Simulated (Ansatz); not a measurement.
## 1T-CdBrI monolayer in a perpendicular field

Aim: how the 1T-CdBrI monolayer screens a field along its normal, and what the field does to its bands. A positive field points along +c.

Calculated with Ansatz 0.2.0; plane-wave DFT, PBE-D3(BJ), Ansatz PAW.

## (1) The structure

The cell holds 3 atoms: 1 I, 1 Cd and 1 Br. Cell: a = 4.200 Å, b = 4.200 Å, c = 35.560 Å, α = 90.0°, β = 90.0°, γ = 120.0°. Vacuum lies along c.

## (2) Relaxing the slab

The starting cell is a guess, so the in-plane lattice and the atoms are relaxed first, with the slab cut off from its images along the normal.

File input.yaml:

```yaml
crystal:
  lattice:
    - [4.2, 0.0, 0.0]
    - [-2.1, 3.6373066959, 0.0]
    - [0.0, 0.0, 35.5597564834]
  atoms:
    - { symbol: I, position: [0.6666666667, 0.3333333333, 0.4682259286] }
    - { symbol: Cd, position: [0.0, 0.0, 0.5063438639] }
    - { symbol: Br, position: [0.3333333333, 0.6666666667, 0.5317740714] }
  periodic: [true, true, false]
kpoints:
  mp_grid: { grid: [12, 12, 1] }
hamiltonian:
  xc: pbe
  dispersion: d3bj
scf:
  occupations: { method: fermi_dirac, width: 0.05 }
  convergence: { dr2_threshold: 1.0e-09 }
relax:
  f_tol: 0.004
  max_steps: 90
  cell: {}
output:
  write_potential: true
  write_density: true
  volumetric_format: npy
```

Command:

```sh
$ ansatz run input.yaml --threads 2 --pin off --max-ram 3072MiB --backend cpu --events-out ev --progress --plain --runs-dir out
```

Numbers of over 12 decimals in the logs are rounded to 6 here.

Log:

```text
Warning: relax.cell: scf.convergence.dr2_threshold = 1e-9 eV is looser than the 1.99598635062e-10 eV advised for a relaxation that steers and ends on the stress (1e-10 eV for each atom of the cell: 3, times the square of relax.cell.stress_2d_tol = 0.05 N/m over 12.3 Å (the atoms' height at the walk's start and 5 Å past either face), 4.078e-2 GPa, over a crystal's default 0.05). What an SCF threshold leaves in a stress goes as its square root, and in the free energy as the threshold itself, and one threshold admits the most on a small cell: [figures from the program's tests cut] Set scf.convergence.dr2_threshold to 1.99598635062e-10 eV or tighter. [rest of the remark cut]
Engine: ansatz 0.2.0, x86_64-unknown-linux-gnu
Pseudopotentials: kind: paw
Pseudopotential: I, paw, valence charge 17, recommended cutoff 420 eV (normal), I.paw.azcp
Pseudopotential: Cd, paw, valence charge 20, recommended cutoff 420 eV (normal), Cd.paw.azcp
Pseudopotential: Br, paw, valence charge 7, recommended cutoff 420 eV (normal), Br.paw.azcp
Functional definition: PBE
  parameter kappa = 0.804
  parameter beta = 0.066725
  exchange = pbe_x(kappa = kappa, mu = beta*pi^2/3)
  correlation = pbe_c(beta = beta)
Crystal: 3 atoms, lattice volume = 543.235 Å³
Basis set: ecut = 420 eV, 10433 PW (Γ), exchange–correlation on 60×60×480 points (8 copies of the dense FFT grid, shifted against one another)
Bands: 27, of which v1, the nominal top of the filled ones, is band 22 counted from 1 (21 counted from 0)
Symmetry: 6 space group operations
Space group: P3m1 (ITA 156), of the structure as read, at distance tolerance 8.2e-5 Å
k-points: 19 of 144 (time reversal used)
Non-local potential: I, projectors of the file, l = 0: 2, l = 1: 2, l = 2: 2, l = 3: 2
Non-local potential: Cd, projectors of the file, l = 0: 3, l = 1: 2, l = 2: 2, l = 3: 1
Non-local potential: Br, projectors of the file, l = 0: 2, l = 1: 2, l = 2: 2
PAW form: soft (Blöchl's): semilocal exchange-correlation on the pseudo side does not see the compensation charge
PAW one-centre angular grid: I, 590 points (default); XC on 64 Gauss nodes
PAW one-centre angular grid: Cd, 590 points (default); XC on 64 Gauss nodes
PAW one-centre angular grid: Br, 110 points (default); XC on 64 Gauss nodes
Initial density: superposition of atomic densities (neutral atoms: chi_scale 0, normalization atom), corrected by the library's trained network
Initial wavefunctions: pseudopotential atomic-orbital guess
Functional: x = pbe(κ = 0.804, μ = 0.219515), c = pbe(β = 0.066725)
SCF iter   1: F=—  HF=-18551.870327 eV  |F-HF|=—  |Δ(HF+E_count)|=         —  Δρ=7.50e-4  dr2=1.13e-2  ethr=1.77e-3  ⟨swp⟩=18.1  Hψ=4470  notcnv=0
preconditioner: auto → Resta (q_TF=auto, 1.795 Å⁻¹)  ε∞=1.5  [insulator: Δε(μ)=2.703 eV  Ē_g=12.108 eV  σ=0.050 eV  W_gap=1.00  n_scr=50 (ndim 8)  ℏωp=8.1 eV  f_vac=0.825  D(μ)=0.00/eV (n_scr^D=0)  ε∞_Penn≈1.5  vacuum switching on, ρ_ref=1.1e-2 e/Å³]
SCF iter   2: F=—  HF=-18551.872056 eV  |F-HF|=—  |Δ(HF+E_count)|=   1.73e-3  Δρ=4.99e-4  dr2=5.90e-3  ethr=2.56e-5  ⟨swp⟩=4.1  Hψ=1525  notcnv=0  defer=19
SCF iter   3: F=—  HF=-18551.871212 eV  |F-HF|=—  |Δ(HF+E_count)|=   8.45e-4  Δρ=2.18e-4  dr2=4.76e-4  ethr=1.34e-5  ⟨swp⟩=3.7  Hψ=988  notcnv=0  defer=18
SCF iter   4: F=—  HF=-18551.871450 eV  |F-HF|=—  |Δ(HF+E_count)|=   2.39e-4  Δρ=8.68e-5  dr2=4.11e-5  ethr=1.08e-6  ⟨swp⟩=3.7  Hψ=1159  notcnv=0  defer=18
SCF iter   5: F=—  HF=-18551.871498 eV  |F-HF|=—  |Δ(HF+E_count)|=   4.76e-5  Δρ=2.58e-5  dr2=4.46e-6  ethr=9.33e-8  ⟨swp⟩=3.4  Hψ=1161  notcnv=0  defer=18
SCF iter   6: F=—  HF=-18551.871365 eV  |F-HF|=—  |Δ(HF+E_count)|=   1.33e-4  Δρ=8.57e-6  dr2=4.36e-7  ethr=1.01e-8  ⟨swp⟩=2.8  Hψ=881  notcnv=0  defer=18
SCF iter   7: F=—  HF=-18551.871365 eV  |F-HF|=—  |Δ(HF+E_count)|=   1.68e-7  Δρ=2.88e-6  dr2=2.89e-8  ethr=9.92e-10  ⟨swp⟩=2.9  Hψ=968  notcnv=0  defer=18
SCF iter   8: F=—  HF=-18551.871365 eV  |F-HF|=—  |Δ(HF+E_count)|=   1.38e-7  Δρ=5.82e-7  dr2=1.51e-9  ethr=6.56e-11  ⟨swp⟩=3.4  Hψ=1117  notcnv=0  defer=18
SCF iter   9: F=-18551.871365 eV  HF=-18551.871365 eV  |F-HF|=1.74e-9  |Δ(HF+E_count)|=   6.49e-9  Δρ=1.60e-7  dr2=8.80e-11  ethr=2.27e-12  ⟨swp⟩=12.5  Hψ=3944  notcnv=0
SCF 1 converged in 9 iterations: F = -18551.871365 eV  dr2 = 8.80e-11
  greatest PAW one-centre occupation: 1.000 electrons in one spin orbital (limit 2), on the Cd atom at site 1 (counted from 0), in its partial waves of l = 0
relax step   1: F+E_penalty+E_count = -18551.87136520 eV  Δ(F+E_penalty+E_count) = +0.000e0 eV  max|allowed force component| = 3.343e0 eV/Å  Δτ_max = 0.0000 Å  P = +8.963 N/m  Ω = 543.235 Å³  fix = [c, alpha, beta]  reactions: c +0.000 N/m  (9 SCF iters, accepted)
Crystal: 3 atoms, lattice volume = 550.816 Å³
Basis set: ecut = 420 eV, 10685 PW (Γ), exchange–correlation on 60×60×480 points (8 copies of the dense FFT grid, shifted against one another)
Initial density: handed on by an earlier stage of this run
Initial wavefunctions: those handed on with the density
iter 1 solved again at ethr=4.15e-5 eV; its pass at ethr=3.10e-3 eV (dr2=1.83e-2 eV) is discarded
SCF iter   1: F=—  HF=-18552.893043 eV  |F-HF|=—  |Δ(HF+E_count)|=         —  Δρ=2.19e-3  dr2=1.77e-2  ethr=4.15e-5  ⟨swp⟩=3.5  Hψ=4237  notcnv=0
preconditioner: auto → Resta (q_TF=auto, 1.790 Å⁻¹)  ε∞=1.5  [insulator: Δε(μ)=2.764 eV  Ē_g=11.826 eV  σ=0.050 eV  W_gap=1.00  n_scr=50 (ndim 8)  ℏωp=8.1 eV  f_vac=0.817  D(μ)=0.00/eV (n_scr^D=0)  ε∞_Penn≈1.5  vacuum switching on, ρ_ref=1.0e-2 e/Å³]
SCF iter   2: F=—  HF=-18552.890382 eV  |F-HF|=—  |Δ(HF+E_count)|=   2.66e-3  Δρ=1.07e-3  dr2=2.96e-3  ethr=4.02e-5  ⟨swp⟩=2.8  Hψ=757  notcnv=0
SCF iter   3: F=—  HF=-18552.890622 eV  |F-HF|=—  |Δ(HF+E_count)|=   2.40e-4  Δρ=2.72e-4  dr2=3.80e-4  ethr=6.73e-6  ⟨swp⟩=2.8  Hψ=952  notcnv=0
SCF iter   4: F=—  HF=-18552.890630 eV  |F-HF|=—  |Δ(HF+E_count)|=   8.00e-6  Δρ=6.55e-5  dr2=2.53e-5  ethr=8.63e-7  ⟨swp⟩=3.4  Hψ=920  notcnv=0
SCF iter   5: F=—  HF=-18552.890619 eV  |F-HF|=—  |Δ(HF+E_count)|=   1.07e-5  Δρ=2.25e-5  dr2=4.07e-6  ethr=5.75e-8  ⟨swp⟩=3.2  Hψ=988  notcnv=0
SCF iter   6: F=—  HF=-18552.890487 eV  |F-HF|=—  |Δ(HF+E_count)|=   1.32e-4  Δρ=9.44e-6  dr2=2.65e-6  ethr=9.24e-9  ⟨swp⟩=2.8  Hψ=864  notcnv=0
SCF iter   7: F=—  HF=-18552.890486 eV  |F-HF|=—  |Δ(HF+E_count)|=   3.73e-7  Δρ=3.58e-6  dr2=4.30e-8  ethr=6.02e-9  ⟨swp⟩=3.0  Hψ=710  notcnv=0
SCF iter   8: F=—  HF=-18552.890487 eV  |F-HF|=—  |Δ(HF+E_count)|=   5.37e-8  Δρ=9.82e-7  dr2=4.60e-9  ethr=9.77e-11  ⟨swp⟩=3.4  Hψ=1115  notcnv=0  defer=1
[...]
SCF iter   8: F=—  HF=-18553.293428 eV  |F-HF|=—  |Δ(HF+E_count)|=   7.40e-8  Δρ=1.55e-6  dr2=1.29e-8  ethr=1.55e-10  ⟨swp⟩=2.8  Hψ=1001  notcnv=0  defer=13
SCF iter   9: F=-18553.293428 eV  HF=-18553.293428 eV  |F-HF|=1.72e-9  |Δ(HF+E_count)|=  3.02e-10  Δρ=3.36e-7  dr2=5.53e-10  ethr=2.27e-12  ⟨swp⟩=9.6  Hψ=4274  notcnv=0
SCF 3 converged in 9 iterations: F = -18553.293428 eV  dr2 = 5.53e-10
relax step   3: F+E_penalty+E_count = -18553.29342841 eV  Δ(F+E_penalty+E_count) = -4.029e-1 eV  max|allowed force component| = 6.951e-1 eV/Å  Δτ_max = 0.1948 Å  P = +0.566 N/m  Ω = 549.261 Å³  energy of the carried Pulay correction = -2.103e-4 eV  fix = [c, alpha, beta]  reactions: c +0.000 N/m  (9 SCF iters, accepted)
[...]
relax step   4: F+E_penalty+E_count = -18553.35459312 eV  Δ(F+E_penalty+E_count) = -6.116e-2 eV  max|allowed force component| = 3.117e-1 eV/Å  Δτ_max = 0.2000 Å  P = -1.067 N/m  Ω = 541.560 Å³  energy of the carried Pulay correction = +5.918e-5 eV  fix = [c, alpha, beta]  reactions: c -0.000 N/m  (9 SCF iters, accepted)
[...]
relax step   5: F+E_penalty+E_count = -18553.37519746 eV  Δ(F+E_penalty+E_count) = -2.060e-2 eV  max|allowed force component| = 7.183e-2 eV/Å  Δτ_max = 0.0470 Å  P = -0.486 N/m  Ω = 537.835 Å³  energy of the carried Pulay correction = +1.918e-4 eV  fix = [c, alpha, beta]  reactions: c -0.000 N/m  (9 SCF iters, accepted)
[...]
relax step   6: F+E_penalty+E_count = -18553.37896814 eV  Δ(F+E_penalty+E_count) = -3.771e-3 eV  max|allowed force component| = 3.318e-2 eV/Å  Δτ_max = 0.0041 Å  P = -0.179 N/m  Ω = 532.193 Å³  energy of the carried Pulay correction = +3.957e-4 eV  fix = [c, alpha, beta]  reactions: c -0.000 N/m  (7 SCF iters, accepted)
[...]
relax step   7: F+E_penalty+E_count = -18553.38046006 eV  Δ(F+E_penalty+E_count) = -1.492e-3 eV  max|allowed force component| = 1.956e-2 eV/Å  Δτ_max = 0.0119 Å  P = -0.003 N/m  Ω = 526.823 Å³  energy of the carried Pulay correction = +5.931e-4 eV  fix = [c, alpha, beta]  reactions: c -0.000 N/m  (7 SCF iters, accepted)
[...]
relax step   8: F+E_penalty+E_count = -18553.38058635 eV  Δ(F+E_penalty+E_count) = -1.263e-4 eV  max|allowed force component| = 1.838e-3 eV/Å  Δτ_max = 0.0049 Å  P = -0.004 N/m  Ω = 525.924 Å³  energy of the carried Pulay correction = +6.264e-4 eV  fix = [c, alpha, beta]  reactions: c -0.000 N/m  (6 SCF iters, accepted)
Initial wavefunctions: pseudopotential atomic-orbital guess (no wavefunctions were taken with the density)
iter 1 solved again at ethr=1.42e-6 eV; its pass at ethr=3.10e-3 eV (dr2=6.23e-4 eV) is discarded
SCF iter   1: F=—  HF=-18553.379964 eV  |F-HF|=—  |Δ(HF+E_count)|=         —  Δρ=2.33e-5  dr2=4.79e-7  ethr=1.42e-6  ⟨swp⟩=4.4  Hψ=6051  notcnv=0
eigensolver tolerance schedule: the retry pair's looser diagonalisation over-reported the residual by 1298.78 of it (diagonalisation noise at 1.46 of the residual, at the tolerance the schedule requests for it); recorded, not acted on — ethr = c·dr2/N_el stays at c = 1.0e-1
preconditioner: auto → Resta (q_TF=auto, 1.804 Å⁻¹)  ε∞=1.5  [insulator: Δε(μ)=2.580 eV  Ē_g=11.499 eV  σ=0.050 eV  W_gap=1.00  n_scr=50 (ndim 8)  ℏωp=8.3 eV  f_vac=0.800  D(μ)=0.00/eV (n_scr^D=0)  ε∞_Penn≈1.5  vacuum switching on, ρ_ref=9.6e-3 e/Å³]
SCF iter   2: F=—  HF=-18553.380013 eV  |F-HF|=—  |Δ(HF+E_count)|=   4.87e-5  Δρ=1.05e-5  dr2=1.25e-7  ethr=1.09e-9  ⟨swp⟩=4.5  Hψ=1563  notcnv=0
SCF iter   3: F=—  HF=-18553.380013 eV  |F-HF|=—  |Δ(HF+E_count)|=   1.28e-7  Δρ=3.30e-6  dr2=2.55e-8  ethr=2.83e-10  ⟨swp⟩=2.7  Hψ=842  notcnv=0
SCF iter   4: F=—  HF=-18553.380013 eV  |F-HF|=—  |Δ(HF+E_count)|=   6.20e-9  Δρ=6.74e-7  dr2=8.63e-9  ethr=5.80e-11  ⟨swp⟩=2.5  Hψ=992  notcnv=0
iter 5 met the thresholds in force, and the SCF goes on: an eigenvalue changes by 2.37 meV, over its tolerance of 1.09 meV (output.eigenvalues, Limitations)
SCF iter   5: F=-18553.380013 eV  HF=-18553.380013 eV  |F-HF|=6.77e-10  |Δ(HF+E_count)|=   1.18e-9  Δρ=3.37e-7  dr2=5.41e-10  ethr=2.27e-12  ⟨swp⟩=18.8  Hψ=4652  notcnv=0
SCF iter   6: F=-18553.380013 eV  HF=-18553.380013 eV  |F-HF|=4.47e-10  |Δ(HF+E_count)|=  5.49e-10  Δρ=1.62e-7  dr2=3.95e-11  ethr=1.23e-12  ⟨swp⟩=6.9  Hψ=2918  notcnv=0
SCF 9 converged in 6 iterations: F = -18553.380013 eV  dr2 = 3.95e-11
relax step   9: F+E_penalty+E_count = -18553.38001264 eV  Δ(F+E_penalty+E_count) = +5.737e-4 eV  max|allowed force component| = 1.897e-3 eV/Å  Δτ_max = 0.0000 Å  P = -0.005 N/m  Ω = 525.924 Å³  fix = [c, alpha, beta]  reactions: c -0.000 N/m  stress off target by 5.43e-3 N/m on what of the cell is left free  SCF on the basis re-selected at this cell (its energy is not comparable with the rows above)  (6 SCF iters)
basis re-selected at this cell: Δ(F+E_penalty+E_count) = +5.737e-4 eV, ΔP = -0.002 N/m vs the last step (what re-selecting the basis moved, of the pressure what is left beyond the Pulay correction that the steps carried, after the strain that the cell walked since its last selection, with what the two solves' SCF thresholds leave and, on support functions, any second-order correction that the steps lacked; it is no m [...]
SCF converged after 6 iterations
an eigenvalue changed by more than its tolerance at an iteration that met the thresholds in force, so the SCF went on 1 time: the last check found none over its tolerance
Free energy (F): -18553.380013 eV
Harris-Foulkes:  -18553.380013 eV  (|F-HF|=4.47e-10)
Internal energy: -18553.380013 eV  (E = F + TS)
E sigma→0 (E₀):  -18553.380013 eV
Fermi energy:    -5.012857 eV
--- Per-component energies (eV) ---
  E_band       = -1441.984769
  E_kinetic    = 826.005941
  E_local      = -93638.148830  (includes V_loc(G=0)·N_el)
  E_nonlocal   = 14.141065
  E_hartree    = 46389.197624
  E_xc         = -567.995933
  E_vxc        = -452.054372  (∫ρ·V_xc dr)
  E_paw        = -11147.479079  (= ΣΔE_a)
  E_vpaw       = -970.323438  (= ΣTr[D̂ρ^β])
  E_aug_tail   = 0.000028  (compensation charges beyond the density's cutoff)
  E_ewald      = 39571.577277
  E_disp       = -0.678104  (pairwise vdW)
  E_smearing   = -0.000000  (= −TS)
  E_closure    = -0.000000  (closes the sum)
  Σ components = -18553.380013   (vs F -18553.380013, Δ=0.00e0)
--- Forces (eV/Å), atoms counted from 1 ---
  atom   1  I      0.00000000     0.00000000    -0.00189733
  atom   2  Cd    -0.00000000     0.00000000     0.00102323
  atom   3  Br     0.00000000    -0.00000000     0.00087458
  max |Σ_I F_I| component: 4.81e-7 eV/Å
--- 2D stress c σ (N/m, compression-positive) ---
       -0.005427       0.000000      -0.000000
        0.000000      -0.005427      -0.000000
       -0.000000      -0.000000      -0.000000
  P = ½ c Tr σ = -0.0054 N/m
--- Band table (eV; the first three rows and the last of 19) ---
  k-point 0: bands = [... 18 lower, -7.4538, -7.4538, -6.3154, -6.3154, -3.7359, -1.6774 (-1.6774°), -0.4957 (-0.4971°), -0.1601, ... 1 higher]
  k-point 1: bands = [... 18 lower, -7.5136, -7.5012, -6.5923, -6.3558, -3.5327, -1.3950 (-1.3950°), -0.4786 (-0.4794°), -0.1774, ... 1 higher]
  k-point 2: bands = [... 18 lower, -7.6315, -7.4484, -7.1720, -6.4558, -3.1630, -1.0705 (-1.0705°), -0.4234 (-0.4236°), -0.0463, ... 1 higher]
  k-point 18: bands = [... 18 lower, -8.8855, -8.6235, -7.4002, -7.0770, -3.0867, -0.2736, 0.2451, 1.3411, ... 1 higher]
  ° read free of the cell's end (the report's vacuum.weakly_bound_levels)
--- Relaxed structure (8 steps of the walk, 8 accepted, 1 SCFs on fresh bases) ---
  F+E_penalty+E_count = -18553.38001264 eV   max|allowed force component| = 1.897e-3 eV/Å   (the final SCF, on the basis selected at the relaxed cell)
  cell:  # Å, volume = 525.9239 Å³
    - [4.132537, -2.496633116474621e-18, 0]
    - [-2.066268, 3.578882, 0]
    - [0, 0, 35.5597564834]
  atoms:
    - { symbol: I, position: [0.666667, 0.333333, 0.454409] }
    - { symbol: Cd, position: [-1.7690390299420317e-18, 0, 0.504462] }
    - { symbol: Br, position: [0.333333, 0.666667, 0.547473] }
```

The job ended after 4.5 min (2 threads of Intel Xeon at 2.50GHz (Skylake/Cascade Lake), shared host; peak memory 0.81 GiB).

Step by step:

```csv
step,energy less that of the first step (eV),largest force component (eV/Å),volume (Å³)
1,0.0000,3.3434,543.24
2,-1.0191,1.8675,550.82
3,-1.4221,0.6951,549.26
4,-1.4832,0.3117,541.56
5,-1.5038,0.0718,537.84
6,-1.5076,0.0332,532.19
7,-1.5091,0.0196,526.82
8,-1.5092,0.0018,525.92
9*,-1.5086,0.0019,525.92
```

Relaxation steps marked * repeat the geometry before them on a plane-wave basis chosen anew for their cell, so energy and pressure can jump there.

Forces are held to the 6 operations that the run works with; a distortion that breaks them can't arise in this run.

```csv
cell as run,before,after,change
a (Å),4.200,4.133,-1.6 %
b (Å),4.200,4.133,-1.6 %
```

The atoms that moved most (Å, along periodic axes as changes of fractional coordinates times the final cell, across vacuum about the mean position):

```csv
atom,dx,dy,dz,length
Br3,0.000,0.000,0.558,0.558
I1,0.000,0.000,-0.491,0.491
Cd2,0.000,0.000,-0.067,0.067
```

The relaxed structure:

```xyz
3
Lattice="4.1325 0.0000 0.0000 -2.0663 3.5789 0.0000 0.0000 0.0000 35.5598" Properties=species:S:1:pos:R:3
I     2.0663    1.1930   16.1587
Cd    0.0000    0.0000   17.9385
Br    0.0000    2.3859   19.4680
```

This step gave:

```yaml
gap_on_the_k_mesh: 2.580 eV
```

The lattice constant a goes from 4.200 to 4.133 Å.

[end of part 1 of 2]

[Logs are printed without paths, hosts, clocks, repeated set-up lines and the standing remarks that a program may print on its own settings, such as how far it seeks lower states.]

[Hosts, paths, dates, database ids (printed as entryN), source tags and the programs' standing remarks are cut or masked in the printed files.]

[Maps of the electrostatic potential energy from Ansatz leave out the sawtooth potential of an applied field or a dipole correction, so their vacuum need not be flat; planar profiles and work functions include it.]
